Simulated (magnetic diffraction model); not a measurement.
**Magnetic neutron pattern of Ho3CI5**

Space group P-1 (no. 2), a = 8.1290 Å, b = 9.6790 Å, c = 9.8650 Å, α = 108.33°, β = 105.22°, γ = 96.30°.

| site | atom | x | y | z |
| --- | --- | --- | --- | --- |
| 2i | Ho | 0.6035 | 0.7919 | 0.8393 |
| 2i | Ho | 0.0251 | 0.9143 | 0.7064 |
| 2i | Ho | 0.8847 | 0.2376 | 0.9542 |
| 2i | I | 0.6437 | 0.7234 | 0.5258 |
| 2i | I | 0.9113 | 0.1777 | 0.6260 |
| 2i | I | 0.8273 | 0.3614 | 0.2703 |
| 2i | I | 0.4594 | 0.0847 | 0.8172 |
| 2i | I | 0.7436 | 0.5335 | 0.9163 |
| 2i | C | 0.9014 | 0.9562 | 0.9695 |

The compound is invented for this exercise: a known structure type with other elements, its cell scaled to their sizes and not relaxed.

Only Ho is taken to order (form factors of Ho3+); orders and moment sizes are assumed, and not adapted to the symmetry. Radiation: neutrons of λ = 2.36 Å, 3° to 30°; isotropic B of 0.15 Å² (Ho), 0.15 Å² (I) and 0.33 Å² (C). The intensities are simulated: I ∝ L Σ (|F_N|² + |F_M⊥|²) for unpolarised neutrons, with F_M = 2.695 fm/μB × Σ f(s) S exp(2πi Q·r) exp(−B s²) at Q = H ± k (one set where k and −k are equivalent), only the part normal to Q counting and L = 1/(sin²θ cos θ). For a modulated order the moment at position r is S exp(−2πi k·r) + c.c., with S = m/2 for a sine wave of amplitude m and S = m(u + iv)/2 for moments turning in a plane, u and v being orthogonal unit vectors in it; the phase factor of the sum at Q = H + k is then exp(2πi H·r). Form factors are spin-only for 3d ions and dipole or tabulated for f ions, scattering lengths are Sears's of 1992, and absorption is left out. A label names one of the reflections at its angle. The strongest nuclear line in the range is 100, and lines under 0.2 are left out.

Assume the order k = (0 0 1/6), moments turning in the plane of [010] and [001], 8.2 μB on Ho; signs + at (0.6035, 0.7919, 0.8393), − at (0.3965, 0.2081, 0.1607), + at (0.0251, 0.9143, 0.7064), + at (0.9749, 0.0857, 0.2936), − at (0.8847, 0.2376, 0.9542), + at (0.1153, 0.7624, 0.0458).

Predict the pattern, nuclear and magnetic parts apart.

```
2θ (°)        index  nuclear  magnetic
 12.70    (0 0 5/6)      0.0      40.2
 14.38   (0 1 -1/6)      0.0     344.6
 15.10      (0 1 0)    100.0       0.0
 15.26      (0 0 1)     98.4       0.0
 15.88   (0 1 -5/6)      0.0     101.0
 16.19    (0 1 1/6)      0.0     279.8
 17.07   (1 0 -1/6)      0.0     100.1
 17.21     (0 1 -1)     55.4       0.0
 17.70      (1 0 0)     51.9       0.0
 17.82    (0 0 7/6)      0.0      20.3
 18.27   (1 0 -5/6)      0.0      35.4
 18.67    (1 0 1/6)      0.0      83.6
 18.80   (0 1 -7/6)      0.0      72.7
 19.42     (1 0 -1)     19.7       0.0
 20.75     (1 -1 0)     15.1       0.0
 20.82   (1 0 -7/6)      0.0      23.2
 20.89   (-1 1 1/6)      0.0      29.7
 20.93   (1 -1 1/6)      0.0      31.7
 23.04    (0 1 5/6)      0.0     101.7
 23.23   (1 1 -5/6)      0.0      62.8
 24.17   (1 1 -7/6)      0.0      53.0
 24.32   (-1 1 5/6)      0.0      37.6
 24.49   (1 -1 5/6)      0.0       8.4
 24.68   (1 1 -1/6)      0.0      35.2
 24.94    (1 0 5/6)      0.0      61.0
 25.14      (0 1 1)      5.1       0.0
 25.69      (1 1 0)     12.5       0.0
 25.96     (1 -1 1)      5.5       0.0
 26.77  (0 1 -11/6)      0.0      22.6
 26.91    (1 1 1/6)      0.0      29.3
 26.91      (1 0 1)      0.5       0.0
 27.33    (0 1 7/6)      0.0      72.0
 27.38   (-1 1 7/6)      0.0      27.5
 27.59   (1 -1 7/6)      0.0       6.4
 28.17   (0 0 11/6)      0.0      17.4
 28.20  (1 0 -11/6)      0.0      13.7
 28.47   (0 2 -5/6)      0.0      23.2
 28.76     (0 2 -1)      1.1       0.0
 28.88  (1 1 -11/6)      0.0      99.0
 29.00    (1 0 7/6)      0.0      41.9
 29.02     (0 1 -2)      0.3       0.0
 29.28   (0 2 -7/6)      0.0      21.7
 29.62   (0 2 -1/6)      0.0      11.3
```

The strongest magnetic line in the range is (0 1 -1/6) at 14.38° (344.6). Below the range, at 2.54°, lies the magnetic line (0 0 1/6) with 2612. On top of the Lorentz factor, which all lines share, magnetic lines fade with angle because f falls: for Ho3+ it is 0.96, 0.85, 0.71 and 0.44 at sin θ/λ = 0.1, 0.2, 0.3 and 0.5 Å⁻¹, while nuclear lengths stay constant. The order has no net moment.

[Logs are printed without paths, hosts, clocks, repeated set-up lines and the standing remarks that a program may print on its own settings, such as how far it seeks lower states.]
